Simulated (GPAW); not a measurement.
# Screening of a field by W2C(OH)2 MXene monolayer

How does W2C(OH)2 MXene monolayer screen a perpendicular field?

Method: GPAW, PAW setups; layer in a repeated cell with vacuum, relaxation of atoms and in-plane cell, in the first sound run; inputs show where later runs differ, in GPAW 26.7.0.

Report form: the programs' logs are mostly left out.

### 1. Starting point

The cell holds 7 atoms: 2 H, 2 O, 2 W and 1 C. Cell: a = 3.125 Å, b = 3.125 Å, c = 24.644 Å, α = 90.0°, β = 90.0°, γ = 120.0°. Vacuum lies along c.

Structure file:

```cif
data_structure
_symmetry_space_group_name_H-M 'P 1'
_symmetry_Int_Tables_number 1
_cell_length_a 3.1254
_cell_length_b 3.1254
_cell_length_c 24.6444
_cell_angle_alpha 90.000
_cell_angle_beta 90.000
_cell_angle_gamma 120.000
_cell_volume 208.48
loop_
_atom_site_label
_atom_site_type_symbol
_atom_site_fract_x
_atom_site_fract_y
_atom_site_fract_z
_atom_site_occupancy
H1 H 0.33333 0.66667 0.36519 1
O2 O 0.33333 0.66667 0.40496 1
W3 W 0.66667 0.33333 0.44996 1
C4 C 0.00000 0.00000 0.50000 1
W5 W 0.33333 0.66667 0.55004 1
O6 O 0.66667 0.33333 0.59504 1
H7 H 0.66667 0.33333 0.63481 1
```

### 2. Relaxation

Forces are removed first; all later runs use this geometry.

Input file run.py:

```python
import json
import numpy as np
from ase import Atoms
from ase.filters import FrechetCellFilter
from ase.optimize import BFGS
from gpaw import GPAW, PW

slab = Atoms(
    ['H', 'O', 'W', 'C', 'W', 'O', 'H'],
    positions=[
        [-0.00000, 1.80446, 9.00000],
        [-0.00000, 1.80446, 9.98000],
        [1.56270, 0.90223, 11.08899],
        [0.00000, 0.00000, 12.32220],
        [-0.00000, 1.80446, 13.55540],
        [1.56270, 0.90223, 14.66439],
        [1.56270, 0.90223, 15.64439]],
    cell=[[3.12541, 0.0, 0.0], [-1.5627, 2.70668, 0.0], [0.0, 0.0, 24.6444]],
    pbc=[True, True, True])

slab.calc = GPAW(mode=PW(600), xc='PBE', kpts={'size': (12, 12, 1), 'gamma': True},
                 occupations={'name': 'fermi-dirac', 'width': 0.05}, nbands='160%',
                 convergence={'density': 1e-05}, maxiter=200,
                 symmetry={'tolerance': 1e-3}, txt='slab.txt')
result = {}
# The in-plane cell is free; stress needs a cell that repeats along all three vectors
path = []
opt = BFGS(FrechetCellFilter(slab, mask=[1, 1, 0, 0, 0, 1]), maxstep=0.2)
opt.attach(lambda: path.append((slab.get_potential_energy(), slab.positions.tolist(), slab.get_forces().tolist())))
result['relaxed'] = bool(opt.run(fmax=0.02, steps=45))
result['path'] = path
result['cell'] = slab.cell.tolist()
print('in-plane lattice', slab.cell.cellpar().round(4)[[0, 1, 5]])
energy = slab.get_potential_energy()
fermi = slab.calc.get_fermi_level()
v = slab.calc.get_electrostatic_potential().mean((0, 1)) - fermi
n = slab.calc.get_pseudo_density().mean((0, 1))
L = slab.cell[2, 2]
z = np.arange(len(v)) * L / len(v)
low, high = slab.positions[:, 2].min(), slab.positions[:, 2].max()
below, above = np.interp([low - 6.8, high + 6.8], z, v)
slopes = [np.interp(x, z, np.gradient(v, z)) for x in (low - 6.8, high + 6.8)]
eps = np.array([[slab.calc.get_eigenvalues(k, s) for k in range(len(slab.calc.get_ibz_k_points()))]
                for s in range(slab.calc.get_number_of_spins())]) - fermi
top, bottom = eps[eps < 0].max(), eps[eps > 0].min()
dipole = slab.get_dipole_moment()[2]
print(f'energy {energy:.4f} eV, Fermi level {fermi:.4f} eV, dipole {dipole:.5f} e A')
print(f'potential 6.8 A off the faces, from the Fermi level: lower {below:.4f} eV, upper {above:.4f} eV')
print(f'slope of the potential there: lower {slopes[0]:.5f}, upper {slopes[1]:.5f} eV/A')
print(f'nearest levels on the mesh: {top:.4f} and {bottom:.4f} eV')
print('magnetic moment', round(slab.get_magnetic_moment(), 3))
result.update(energy=energy, fermi=fermi, dipole=dipole, below=below, above=above, slopes=slopes, edges=[top, bottom],
              z=z.tolist(), v=v.tolist(), n=n.tolist(), positions=slab.positions.tolist(),
              forces=slab.get_forces(apply_constraint=False).tolist(), moments=slab.get_magnetic_moments().tolist())
json.dump(result, open('result.json', 'w'))
```

Run with:

```
> OMP_NUM_THREADS=1 OPENBLAS_NUM_THREADS=1 python run.py
```

Elapsed: 15 min, on 1 thread of Intel Xeon 6975P-C (Granite Rapids), shared host; peak memory 0.75 GiB.

This step gave:

* dipole along the normal: -4.82e-5 e·Å
* levels nearest the Fermi level on the mesh: -0.03327, 0.01590 eV from the Fermi level

Table of electrostatic potential energy of an electron (without an applied field's), less the Fermi level, planar mean by z:

```
z (Å)  electrostatic potential energy of an electron (without an applied field's), less the Fermi level, planar mean (eV)
  0.0                                                                                                                2.15
  0.5                                                                                                                2.15
  1.0                                                                                                                2.15
  1.5                                                                                                                2.15
  2.0                                                                                                                2.15
  2.5                                                                                                                2.15
  3.0                                                                                                                2.15
  3.5                                                                                                                2.15
  4.0                                                                                                                2.15
  4.5                                                                                                                2.15
  5.0                                                                                                                2.14
  5.5                                                                                                                2.12
  6.0                                                                                                                2.10
  6.5                                                                                                                2.05
  7.0                                                                                                                1.95
  7.5                                                                                                                1.77
  8.0                                                                                                                1.45
  8.5                                                                                                               0.762
  9.0                                                                                                              -0.977
  9.5                                                                                                              -0.561
 10.0                                                                                                               -9.19
 10.5                                                                                                               -6.52
 11.0                                                                                                               -16.4
 11.5                                                                                                               -22.8
 12.0                                                                                                               -15.1
 12.5                                                                                                               -15.4
 13.0                                                                                                               -20.5
 13.5                                                                                                               -20.2
 14.0                                                                                                               -7.79
 14.5                                                                                                               -9.53
 15.0                                                                                                               -2.02
 15.5                                                                                                              -0.968
 16.0                                                                                                               0.407
 16.5                                                                                                                1.31
 17.0                                                                                                                1.70
 17.5                                                                                                                1.91
 18.0                                                                                                                2.03
 18.5                                                                                                                2.09
 19.0                                                                                                                2.12
 19.5                                                                                                                2.14
 20.0                                                                                                                2.14
 20.5                                                                                                                2.15
 21.0                                                                                                                2.15
 21.5                                                                                                                2.15
 22.0                                                                                                                2.15
 22.5                                                                                                                2.15
 23.0                                                                                                                2.15
 23.5                                                                                                                2.15
 24.0                                                                                                                2.15
 24.5                                                                                                                2.15
```

The pseudo valence density, planar mean oscillates, so the rows of the table below give means over windows of 1.41 Å about each position, cut where the curve ends. Its maxima inside the range that stand out by 2 % of the span (Å: e/Å³): 10.0: 0.816, 11.4: 1.46, 13.2: 1.46, 14.6: 0.816. Its minima: 10.7: 0.497, 12.3: 0.757, 13.9: 0.497.

Pseudo valence density, planar mean against z; means over each step:

```
z (Å)  pseudo valence density, planar mean (e/Å³)
 3.52                                      2.1e-5
 4.93                                      1.5e-4
 6.34                                      8.9e-4
 7.75                                     0.00665
 9.16                                       0.215
10.57                                       0.748
11.98                                       0.977
13.39                                       0.983
14.80                                       0.515
16.21                                      0.0404
17.62                                     0.00200
19.03                                      3.6e-4
20.44                                      5.6e-5
```

The relaxation lowered the energy of the cell by 1.83 eV (energies extrapolated to zero smearing; the optimiser's log prints free energies). The largest force left on a free atom is 0.0080 eV/Å.

### 3. Plane waves, PBE

With the geometry fixed, the planar mean of the potential gives the vacuum level on each side.

This step: GPAW, PAW setups; slab in vacuum (GPAW 26.7.0).

The cell differs from the one that the last finished run ended in (c 24.644 → 24.488 Å).

Input file run.py:

```python
import json
import numpy as np
from ase import Atoms
from gpaw import GPAW, PW

slab = Atoms(
    ['H', 'O', 'W', 'C', 'W', 'O', 'H'],
    positions=[
        [-0.00000, 1.89730, 9.00000],
        [-0.00000, 1.89730, 9.97852],
        [1.64310, 0.94865, 11.29956],
        [-0.00000, 0.00000, 12.24418],
        [-0.00000, 1.89730, 13.18880],
        [1.64310, 0.94865, 14.50984],
        [1.64310, 0.94865, 15.48836]],
    cell=[[3.28621, -0.0, 0.0], [-1.6431, 2.84594, 0.0], [0.0, 0.0, 24.4884]],
    pbc=[True, True, False])

slab.calc = GPAW(mode=PW(500), xc='PBE', kpts={'size': (12, 12, 1), 'gamma': True},
                 occupations={'name': 'fermi-dirac', 'width': 0.05}, nbands='160%',
                 convergence={'density': 1e-05}, maxiter=200,
                 poissonsolver={'dipolelayer': 'xy'},
                 symmetry={'tolerance': 1e-3}, txt='slab.txt')
result = {}
energy = slab.get_potential_energy()
fermi = slab.calc.get_fermi_level()
v = slab.calc.get_electrostatic_potential().mean((0, 1)) - fermi
n = slab.calc.get_pseudo_density().mean((0, 1))
L = slab.cell[2, 2]
z = np.arange(len(v)) * L / len(v)
low, high = slab.positions[:, 2].min(), slab.positions[:, 2].max()
below, above = np.interp([low - 6.8, high + 6.8], z, v)
slopes = [np.interp(x, z, np.gradient(v, z)) for x in (low - 6.8, high + 6.8)]
eps = np.array([[slab.calc.get_eigenvalues(k, s) for k in range(len(slab.calc.get_ibz_k_points()))]
                for s in range(slab.calc.get_number_of_spins())]) - fermi
top, bottom = eps[eps < 0].max(), eps[eps > 0].min()
dipole = slab.get_dipole_moment()[2]
print(f'energy {energy:.4f} eV, Fermi level {fermi:.4f} eV, dipole {dipole:.5f} e A')
print(f'potential 6.8 A off the faces, from the Fermi level: lower {below:.4f} eV, upper {above:.4f} eV')
print(f'slope of the potential there: lower {slopes[0]:.5f}, upper {slopes[1]:.5f} eV/A')
print(f'nearest levels on the mesh: {top:.4f} and {bottom:.4f} eV')
print('magnetic moment', round(slab.get_magnetic_moment(), 3))
result.update(energy=energy, fermi=fermi, dipole=dipole, below=below, above=above, slopes=slopes, edges=[top, bottom],
              z=z.tolist(), v=v.tolist(), n=n.tolist(), positions=slab.positions.tolist(),
              forces=slab.get_forces(apply_constraint=False).tolist(), moments=slab.get_magnetic_moments().tolist())
json.dump(result, open('result.json', 'w'))
```

Elapsed: 58 s, on 1 thread; peak memory 0.3 GiB.

This step gave:

```
dipole along the normal                    : -5.60e-4 e·Å
levels nearest the Fermi level on the mesh : -0.03466, 0.01579 eV from the Fermi level
upper work function                        : 2.174 eV
lower work function                        : 2.161 eV
```

The electrostatic potential energy of an electron (without an applied field's), less the Fermi level, planar mean oscillates, so the rows of the table below give means over windows of 1 Å about each position, cut where the curve ends. Its maxima inside the range that stand out by 2 % of the span (Å: eV): 9.3: -0.266, 10.4: -6.47, 12.0: -14.9, 12.5: -14.9, 14.1: -6.47, 15.2: -0.254. Its minima: 9.0: -1.11, 10.0: -9.78, 11.3: -23.5, 12.2: -16.3, 13.2: -23.5, 14.4: -9.77, 15.5: -1.10.

Table of electrostatic potential energy of an electron (without an applied field's), less the Fermi level, planar mean by z; means over each step:

```
z (Å)  electrostatic potential energy of an electron (without an applied field's), less the Fermi level, planar mean (eV)
    0                                                                                                                2.16
    1                                                                                                                2.16
    2                                                                                                                2.16
    3                                                                                                                2.16
    4                                                                                                                2.16
    5                                                                                                                2.14
    6                                                                                                                2.10
    7                                                                                                                1.92
    8                                                                                                                1.31
    9                                                                                                              -0.464
   10                                                                                                               -6.72
   11                                                                                                               -17.0
   12                                                                                                               -16.6
   13                                                                                                               -19.8
   14                                                                                                               -9.79
   15                                                                                                               -3.04
   16                                                                                                               0.423
   17                                                                                                                1.73
   18                                                                                                                2.05
   19                                                                                                                2.14
   20                                                                                                                2.17
   21                                                                                                                2.17
   22                                                                                                                2.17
   23                                                                                                                2.17
   24                                                                                                                2.17
```

The pseudo valence density, planar mean oscillates, so the rows of the table below give means over windows of 1.34 Å about each position, cut where the curve ends. Its maxima inside the range that stand out by 2 % of the span (Å: e/Å³): 9.9: 0.810, 11.3: 1.47, 13.2: 1.47, 14.5: 0.810. Its minima: 10.5: 0.486, 12.2: 0.756, 14.0: 0.486.

Table of pseudo valence density, planar mean by z; means over each step:

```
z (Å)  pseudo valence density, planar mean (e/Å³)
 4.69                                      1.2e-4
 6.03                                      6.7e-4
 7.37                                     0.00361
 8.71                                      0.0906
10.05                                       0.589
11.39                                        1.05
12.73                                        1.03
14.07                                       0.700
15.41                                       0.205
16.75                                     0.00734
18.09                                     0.00104
19.43                                      2.0e-4
20.77                                      3.2e-5
```

Force by atom:

```
atom  x (eV/Å)  y (eV/Å)  z (eV/Å)    size
  H1    0.0000    0.0000   -0.0940  0.0940
  O2    0.0000    0.0000    0.0705  0.0705
  W3    0.0000    0.0000    0.0057  0.0057
  C4    0.0000    0.0000    0.0000  0.0000
  W5    0.0000    0.0000   -0.0057  0.0057
  O6    0.0000    0.0000   -0.0705  0.0705
  H7    0.0000    0.0000    0.0940  0.0940
```

The potential is flat to 1.2e-5 eV/Å where it is read, so the vacuum is wide enough.

(Part 1 of 2 ends here.)

[Logs are printed without paths, hosts, clocks, repeated set-up lines and the standing remarks that a program may print on its own settings, such as how far it seeks lower states.]

[Hosts, paths, dates, database ids (printed as entryN), source tags and the programs' standing remarks are cut or masked in the printed files.]
